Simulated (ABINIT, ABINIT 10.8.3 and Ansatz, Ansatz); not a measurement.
# SrAlGeH (P3m1): Bethe-Salpeter spectra with ABINIT

Wanted: excitons and ε₂ of SrAlGeH (P3m1), with cost.

Calculated with ABINIT 10.8.3 and Ansatz 0.2.0; LDA and many-body steps on it, plane waves.

## 1. Starting point

The structure is trigonal, space group P3m1 (No. 156). Conventional cell: a = 4.266 Å, b = 4.266 Å, c = 4.967 Å, α = 90.00°, β = 90.00°, γ = 120.00°. Nearest to Sr lie 3 H at 2.51 Å. Nearest to Al lie 1 H at 1.75 Å and 3 Ge at 2.52 Å. Nearest to Ge lie 3 Al at 2.52 Å. Nearest to H lie 1 Al at 1.75 Å and 3 Sr at 2.51 Å. Farther neighbours are not listed.

Structure file:

```cif
data_structure
_symmetry_space_group_name_H-M 'P 1'
_symmetry_Int_Tables_number 1
_cell_length_a 4.2658
_cell_length_b 4.2658
_cell_length_c 4.9673
_cell_angle_alpha 90.000
_cell_angle_beta 90.000
_cell_angle_gamma 120.000
_cell_volume 78.28
loop_
_atom_site_label
_atom_site_type_symbol
_atom_site_fract_x
_atom_site_fract_y
_atom_site_fract_z
_atom_site_occupancy
Sr1 Sr 0.33333 0.66667 0.00460 1
Al2 Al 0.00000 0.00000 0.45805 1
Ge3 Ge 0.66667 0.33333 0.56130 1
H4 H 0.00000 0.00000 0.10525 1
```

The cell and positions are those that the Materials Project relaxed with its own functionals (PBE, PBE+U or r2SCAN), kept fixed.

## 2. Empty states on the mesh, 3×3×2 mesh, 56 bands

This step: ABINIT 10.8.3; DFT, LDA, plane waves, norm-conserving pseudopotentials.

The sums over transitions need many empty states on a uniform mesh; this step solves for them.

Contents of run.abi:

```
acell 3*1.0 Angstrom
rprim 
  4.265790426783 0.000000000004 0.000000000000
  -2.132895213395 3.694282876813 0.000000000000
  0.000000000000 0.000000000000 4.967268000000
ntypat 4
znucl 38 13 32 1
natom 4
typat 1 2 3 4
xred 
  0.333333333333 0.666666666667 0.004601000000
  -0.000000000000 0.000000000000 0.458049000000
  0.666666666667 0.333333333333 0.561296000000
  -0.000000000000 0.000000000000 0.105252000000
pp_dirpath "pseudos"
pseudos "Sr.upf, Al.upf, Ge.upf, H.upf"
ecut 35
ngkpt 3 3 2
nshiftk 1
shiftk 0 0 0
kptopt 1
chksymbreak 0
iscf -2
irdden 1
istwfk *1
nband 56
nbdbuf 4
tolwfr 1e-09
nstep 60
prtvol 0
indata_prefix "in"
outdata_prefix "out"
tmpdata_prefix "tmp"
```

Launch:

```bash
> OMP_NUM_THREADS=1 mpirun -n 4 abinit run.abi > log
```

Numbers of over 12 decimals in the logs are rounded to 6 here.

What it wrote:

```text
.Version 10.8.3 of ABINIT. v10.8.2 released Aug 2026.

 Symmetries : space group P3 m 1 (#156); Bravais hP (primitive hexag.)
[... echo of the input left out ...]
== DATASET  1 ==================================================================
-   mpi_nproc: 4, omp_nthreads: 1 (-1 if OMP is not activated)

--- !DatasetInfo
iteration_state: {dtset: 1, }
dimensions: {natom: 4, nkpt: 6, mband: 56, nsppol: 1, nspinor: 1, nspden: 1, mpw: 5265, }
cutoff_energies: {ecut:  35.0, pawecutdg:  -1.0, }
[...]
1.00298    1.02493    1.03307    1.06077    1.06077    1.10964    1.13876    1.13876
   1.16894    1.16894    1.19040    1.20282    1.28637    1.28640    1.28804    1.28811
 prteigrs : prtvol=0 or 1, do not print more k-points.

== END DATASET(S) ==============================================================
================================================================================

 -outvars: echo values of variables after computation  --------
            nband          56
             nkpt           6
          spgroup         156
 [... the other variables as echoed above ...]

 Calculation completed.
```

Elapsed: 18 s, on 4 MPI ranks of Arm Neoverse V2, shared host; peak memory 0.3 GiB.

This step gave:

```yaml
gap: 1.010 eV
k_of_the_valence_top: 0, 0, 0.5
k_of_the_conduction_bottom: 0.3333, 0, 0
least_direct_gap: 1.327 eV
k_points_computed: 6
lowest_point_of_the_top_converged_band_above_the_valence_top: 26.88 eV
```

On this mesh the gap is 1.010 eV.

The density comes from a self-consistent run that is not shown.

## 3. Screening, 3×3×2 mesh, 52 bands, screening to 98 eV

The RPA dielectric matrix is built and inverted for each q.

This step: RPA screening on LDA, plane waves, norm-conserving pseudopotentials.

Changes to run.abi since step 2:

```diff
@@ -22,10 +22,11 @@
 chksymbreak 0
-iscf -2
-irdden 1
 istwfk *1
-nband 56
-nbdbuf 4
-tolwfr 1e-09
-nstep 60
-prtvol 0
+occopt 1
+irdwfk 1
+optdriver 3
+nband 52
+ecuteps 3.6
+inclvkb 2
+awtr 1
+symchi 1
 indata_prefix "in"
```

What it wrote:

```text
.Version 10.8.3 of ABINIT. v10.8.2 released Aug 2026.

 Symmetries : space group P3 m 1 (#156); Bravais hP (primitive hexag.)
[... echo of the input left out ...]
== DATASET  1 ==================================================================
-   mpi_nproc: 4, omp_nthreads: 1 (-1 if OMP is not activated)

--- !DatasetInfo
iteration_state: {dtset: 1, }
dimensions: {natom: 4, nkpt: 6, mband: 52, nsppol: 1, nspinor: 1, nspden: 1, mpw: 5265, }
cutoff_energies: {ecut:  35.0, pawecutdg:  -1.0, }
[...]
--------------------------------------------------------------------------------
[... chi0 elements left out ...]
 For q-point:  0.000010 0.000020 0.000030
  dielectric constant =  25.8859
  dielectric constant without local fields =  29.2825

  Average fulfillment of the sum rule on Im[epsilon] for q-point    1 :     44.56  [%]
[... wings left out ...]
  q-point number  2        q = ( 0.333333, 0.000000, 0.000000) [r.l.u.]
--------------------------------------------------------------------------------
[... chi0 elements left out ...]
  Average fulfillment of the sum rule on Im[epsilon] for q-point    2 :     54.09  [%]

 [... 4 further q-points ...]
```

Wall time 7.6 s (4 MPI ranks); peak memory 0.61 GiB.

Numbers from this step:

```
ε∞ with local fields, on this mesh, along the program's q direction : 25.89
the same without local fields                                       : 29.28
plasma frequency                                                    : 22.21 eV
plane waves in the screening matrix                                 : 159
```

Local fields lower ε∞ by 12 %. On a Γ-centred mesh this coarse the value itself is usually too large, while a short band sum pulls it down.

## 4. Self-energy, 3×3×2 mesh, 52 bands, screening to 98 eV

The self-energy is evaluated for the states that the input lists, and the levels follow from it, in one-shot runs by the linearised quasiparticle equation.

This step: G0W0 on LDA, plane waves, norm-conserving pseudopotentials.

Changes to run.abi since step 3:

```diff
@@ -25,8 +25,19 @@
 irdwfk 1
-optdriver 3
+optdriver 4
 nband 52
+gwcalctyp 0
+ecutsigx 35
+symsigma 1
+nkptgw 3
+kptgw 
+  0.0000000000 0.0000000000 0.5000000000
+  0.3333333333 0.0000000000 0.0000000000
+  0.0000000000 0.0000000000 0.0000000000
+bdgw 
+  12 17
+  13 16
+  13 17
 ecuteps 3.6
-inclvkb 2
-awtr 1
-symchi 1
+irdscr 1
+ppmodel 1
 indata_prefix "in"
```

What it wrote:

```text
.Version 10.8.3 of ABINIT. v10.8.2 released Aug 2026.

 Symmetries : space group P3 m 1 (#156); Bravais hP (primitive hexag.)
[... echo of the input left out ...]
== DATASET  1 ==================================================================
-   mpi_nproc: 4, omp_nthreads: 1 (-1 if OMP is not activated)

--- !DatasetInfo
iteration_state: {dtset: 1, }
dimensions: {natom: 4, nkpt: 6, mband: 52, nsppol: 1, nspinor: 1, nspden: 1, mpw: 5265, }
cutoff_energies: {ecut:  35.0, pawecutdg:  -1.0, }
[...]
Band     E0 <VxcDFT>   SigX SigC(E0)      Z dSigC/dE  Sig(E)    E-E0       E
[...]
16   8.493 -10.060  -5.541  -3.687   0.780  -0.281  -9.410   0.649   9.142
       17   8.493 -10.060  -5.541  -3.687   0.780  -0.281  -9.410   0.649   9.142

== END DATASET(S) ==============================================================
================================================================================

 -outvars: echo values of variables after computation  --------
           etotal      0.0000000000E+00
            nband          52
             nkpt           6
          spgroup         156
 [... the other variables as echoed above ...]

 Calculation completed.
```

It took 5.4 s on 4 MPI ranks; peak memory 0.48 GiB.

This step gave:

| Item | Value |
| --- | --- |
| G0W0 gap on the points computed | 1.573 eV |
| starting gap on the mesh | 1.010 eV |
| k of the valence top | 0, 0, 0.5 |
| k of the conduction bottom | 0.3333, 0, 0 |
| least direct G0W0 gap on the computed points | 1.949 eV |

The gap on the mesh goes from 1.01 eV to 1.57 eV, a correction of +0.56 eV.

The gap opens by 0.563 eV; the next steps shift the empty bands rigidly by 0.563 eV. The least direct G0W0 gap is 1.949 eV, so this shift leaves the direct transitions −0.06 eV off.

## 5. Excitons

Light makes an electron and a hole together. The Bethe-Salpeter equation adds their screened attraction and their exchange, in a window of bands around the gap.

This step: Bethe-Salpeter equation on LDA with a scissors shift, plane waves, norm-conserving pseudopotentials.

Changes to run.abi since step 4:

```diff
@@ -25,19 +25,17 @@
 irdwfk 1
-optdriver 4
-nband 52
-gwcalctyp 0
-ecutsigx 35
-symsigma 1
-nkptgw 3
-kptgw 
-  0.0000000000 0.0000000000 0.5000000000
-  0.3333333333 0.0000000000 0.0000000000
-  0.0000000000 0.0000000000 0.0000000000
-bdgw 
-  12 17
-  13 16
-  13 17
+optdriver 99
+bs_calctype 1
+mbpt_sciss 0.563 eV
+bs_loband 11
+nband 23
+bs_exchange_term 1
+bs_coulomb_term 11
+bs_coupling 0
+bs_algorithm 1
+bs_freq_mesh 0 8 0.05 eV
+zcut 0.15 eV
 ecuteps 3.6
+ecutwfn 17.5
+inclvkb 2
 irdscr 1
-ppmodel 1
 indata_prefix "in"
```

What it wrote:

```text
.Version 10.8.3 of ABINIT. v10.8.2 released Aug 2026.

 Symmetries : space group P3 m 1 (#156); Bravais hP (primitive hexag.)
[... echo of the input left out ...]
== DATASET  1 ==================================================================
-   mpi_nproc: 4, omp_nthreads: 1 (-1 if OMP is not activated)

--- !DatasetInfo
iteration_state: {dtset: 1, }
dimensions: {natom: 4, nkpt: 6, mband: 23, nsppol: 1, nspinor: 1, nspden: 1, mpw: 1866, }
cutoff_energies: {ecut:  17.5, pawecutdg:  -1.0, }
electrons: {nelect:   2.80000000E+01, charge:   0.00000000E+00, occopt:   1.00000000E+00, tsmear:   1.00000000E-02, }

 Exciton: Calculation of dielectric properties by solving the Bethe-Salpeter equation
 in frequency domain and reciprocal space on a transitions basis set.
 Based on a program developed by L. Reining, V. Olevano, F. Sottile,
 S. Albrecht, and G. Onida. Incorporated in ABINIT by M. Giantomassi.

.Using double precision arithmetic ; gwpc =  8

[... cell and pseudopotentials left out ...]
--------------------------------------------------------------------------------

 ==== K-mesh for the wavefunctions ====
 Number of points in the irreducible wedge :     6
[... list of points left out ...]
 Together with  6 symmetry operations and time-reversal symmetry
 yields    18 points in the full Brillouin Zone.

 ==== Q-mesh for the screening function ====
 Number of points in the irreducible wedge :     6
[... list of points left out ...]
 Together with  6 symmetry operations and time-reversal symmetry
 yields    18 points in the full Brillouin Zone.

 vcoul_init : cutoff-mode = AUXILIARY_FUNCTION
 q-points for optical limit:   1
     1)      0.000010    0.000020    0.000030
 setmesh: FFT mesh size selected  =    20x   20x   25
          total number of points  =        10000

 ==== Fundamental parameters for the solution of the Bethe-Salpeter equation: ====
 Algorithm: Direct diagonalization.
 Dimension of the v, W matrices,  npweps  = 159
 Cutoff for the wavefunctions,    npwwfn  = 1859
 Number of k-points in the IBZ,   nkibz   = 6
 Highest empty band included,     nband   = 23
 === Spin UP ===
 Number of resonant transitions          648
 Lowest occupied state                   11
 Highest occupied state                  14
 Lowest unoccupied state                 15
 Highest unoccupied state                23
 Minimum frequency [eV]           Emin    =   0.00
 Maximum frequency [eV]           Emax    =   8.00
 Frequency step [eV]              dE      =   0.05
 Lorentzian broadening [eV]       eta     =   0.15
 RPA L0 with KS energies and KS wavefunctions
 Scissors operator energy [eV] =          0.56
 Local fields effects (v term) included
 Excitonic effects (W term) included
 Full W_GG' included
 W is read from an external SCR file
 Resonant-only calculation (Hermitian case)

 Calculating epsilon_Macro(q-->0,w), along the following directions:
 q = (  1.111090  0.000000  0.000000) [r.l.u.]
 q = (  0.000000  1.111090  0.000000) [r.l.u.]
 q = (  0.000000  0.000000  1.493952) [r.l.u.]
 q = (  1.282976 -0.641488  0.000000) [r.l.u.]
 q = (  0.000000  1.111090  0.000000) [r.l.u.]
 q = (  0.000000  0.000000  1.493952) [r.l.u.]
 Number of electrons calculated from density =   27.8167; Expected =   28.0000
 average of density, n =  0.052658
 r_s =    1.6551
 omega_plasma =   22.1353 [eV]

. Writing resonant excitonic Hamiltonian on file out_BSR; file size=   0.00 [Gb].
 Direct diagonalization of the resonant excitonic Hamiltonian, Matrix size= 648
. Using LAPACK sequential version.
 Excitonic eigenvalues in eV up to n=   32
   1.80953   1.94690   1.95157   2.27281   2.27444   2.27922   2.28540   2.32174
   2.32248   2.37880   2.37925   2.40971   2.41024   2.41037   2.41424   2.48647
   2.53165   2.53373   2.54456   2.69130   2.70734   2.71041   2.77382   2.77461
   2.77488   3.13025   3.19025   3.20202   3.23016   3.23231   3.24062   3.24236

 First excitonic eigenvalue=    1.81 [eV]
 Last  excitonic eigenvalue=   14.75 [eV]

 GW  direct gap       1.89  0.00 [eV]
 EXC direct gap       1.81  0.00 [eV]
 EXC binding energy   0.08  0.00 [eV]

 Excitonic eigenvalues up to the GW energy gap [eV]
  1 (  1.81  0.00)

 Macroscopic dielectric function:
 omega [eV] <KS_RPA_nlf>  <GW_RPA_nlf>  <BSE>
   0.0000  30.8720   0.0000  24.7229   0.0000  26.9056   0.0000
   0.0500  30.8899   0.1104  24.7310   0.0499  26.9166   0.0674
   0.1000  30.9436   0.2219  24.7556   0.1001  26.9497   0.1352
   0.1500  31.0336   0.3354  24.7968   0.1507  27.0051   0.2038
   0.2000  31.1609   0.4523  24.8546   0.2022  27.0831   0.2737
   0.2500  31.3265   0.5737  24.9295   0.2547  27.1842   0.3454
   0.3000  31.5320   0.7009  25.0218   0.3085  27.3090   0.4193
   0.3500  31.7794   0.8356  25.1320   0.3640  27.4584   0.4960
   0.4000  32.0712   0.9795  25.2607   0.4215  27.6333   0.5761
   0.4500  32.4104   1.1346  25.4085   0.4814  27.8348   0.6602

 Writing KS-RPA macroscopic dielectric function without local fields to file: out_RPA_NLF_MDF
 Writing GW-RPA macroscopic dielectric function without local fields to file: out_GW_NLF_MDF
 Writing EXC Macroscopic dielectric function to file: out_EXC_MDF

== END DATASET(S) ==============================================================
================================================================================

 -outvars: echo values of variables after computation  --------
           etotal      0.0000000000E+00
            nband          23
             nkpt           6
          spgroup         156
 [... the other variables as echoed above ...]

 Calculation completed.
```

It took 9 s on 4 MPI ranks; peak memory 0.33 GiB; 36 s of CPU time.

This step gave:

| Item | Value |
| --- | --- |
| direct gap of the transition levels | 1.889 eV |
| transitions in the window | 648 |
| first strong exciton (over a fiftieth of the strongest listed) | 1.810 eV |
| lowest state | 1.810 eV |
| binding of the lowest state below the direct gap | 0.07994 eV |
| Coulomb term of one mesh cell | 0.1409 eV |

The binding is 0.57 times the screened Coulomb term of one mesh cell (0.14 eV), so it is not shown settled.

The lowest state lies at 1.810 eV, 0.080 eV under the direct gap.

Lines within 3 meV are set at the lowest of them, and the highest group, which the list may cut short, is left out. Exciton lines, with heights relative to the strongest:

```
position (eV)  lines merged  oscillator strength, relative
        1.810             1                             18
        1.947             1                            100
        1.952             1                             98
        2.273             2                             55
        2.279             1                            8.1
        2.285             1                             24
        2.322             2                             20
        2.379             2                            0.2
        2.410             3                             23
        2.414             1                             21
```

The ε₂ has structure finer than the step of the table below, so its rows give means over 0.2 eV, whole bins alone (the curve runs from 0 to 7.95 eV). Peaks (eV: height): BSE 1.95: 62.7, 2.70: 53.2, 3.40: 30.9; no electron-hole interaction 2.45: 53.9, 2.85: 57.2, 3.55: 41.8; Kohn-Sham, no shift 1.85: 54.0, 2.25: 56.8, 2.95: 41.7.

Mean over the three Cartesian directions of q; broadening 0.15 eV; transition window only. Limits: finite bands, cutoff and mesh; exchange with frozen shells missing; no spin-orbit coupling; coarse k mesh; exciton not shown settled in the k mesh. The ε₂ by photon energy; means over each step:

| photon energy (eV) | BSE | no electron-hole interaction | Kohn-Sham, no shift |
| --- | --- | --- | --- |
| 0.2 | 0.274 | 0.203 | 0.456 |
| 0.4 | 0.578 | 0.423 | 0.988 |
| 0.6 | 0.948 | 0.683 | 1.72 |
| 0.8 | 1.45 | 1.01 | 2.90 |
| 1.0 | 2.19 | 1.48 | 5.30 |
| 1.2 | 3.47 | 2.19 | 12.0 |
| 1.4 | 6.06 | 3.46 | 29.7 |
| 1.6 | 13.1 | 6.25 | 38.7 |
| 1.8 | 36.9 | 14.5 | 48.7 |
| 2.0 | 55.6 | 33.7 | 49.1 |
| 2.2 | 46.6 | 38.8 | 51.9 |
| 2.4 | 51.2 | 51.0 | 38.7 |
| 2.6 | 51.4 | 48.3 | 20.7 |
| 2.8 | 38.6 | 53.1 | 27.4 |
| 3.0 | 18.6 | 33.2 | 38.0 |
| 3.2 | 20.7 | 20.5 | 23.5 |
| 3.4 | 28.8 | 30.6 | 16.9 |
| 3.6 | 20.8 | 36.2 | 14.4 |
| 3.8 | 15.0 | 21.7 | 13.2 |
| 4.0 | 11.7 | 16.2 | 8.69 |
| 4.2 | 10.9 | 14.5 | 8.05 |
| 4.4 | 7.71 | 12.3 | 7.08 |
| 4.6 | 6.78 | 8.31 | 7.17 |
| 4.8 | 5.49 | 7.98 | 6.16 |
| 5.0 | 4.77 | 7.14 | 8.81 |
| 5.2 | 5.24 | 6.94 | 7.40 |
| 5.4 | 6.35 | 6.43 | 3.97 |
| 5.6 | 7.42 | 9.17 | 3.45 |
| 5.8 | 4.85 | 6.62 | 5.44 |
| 6.0 | 4.43 | 3.67 | 5.32 |
| 6.2 | 4.70 | 3.67 | 3.47 |
| 6.4 | 6.24 | 5.82 | 2.87 |
| 6.6 | 4.80 | 4.94 | 3.30 |
| 6.8 | 3.01 | 3.25 | 3.03 |
| 7.0 | 3.09 | 2.94 | 2.31 |
| 7.2 | 3.46 | 3.35 | 1.70 |
| 7.4 | 2.64 | 2.90 | 1.49 |
| 7.6 | 2.22 | 2.23 | 1.69 |
| 7.8 | 1.72 | 1.59 | 1.81 |

(Continued in part 2 of 3.)

[Paths, hosts, dates, memory and timing lines, banners, echoed tables and standing remarks are left out of the program output.]

[Logs are printed without paths, hosts, clocks, repeated set-up lines and the standing remarks that a program may print on its own settings, such as how far it seeks lower states.]

[Runs of the session that timed out or met a known fault of the program may be left out.]

[Hosts, paths, dates, database ids (printed as entryN), source tags and the programs' standing remarks are cut or masked in the printed files.]

[G0W0 gaps are taken among the corrected bands and points alone; a level outside them can change the order at an edge.]

[Where Ansatz stands beside ABINIT at settings called matched, ABINIT's density can come from a denser mesh and the files from another edition; pairs whose starting gaps differed by over 0.03 eV were left out, so agreement reads better than it is.]
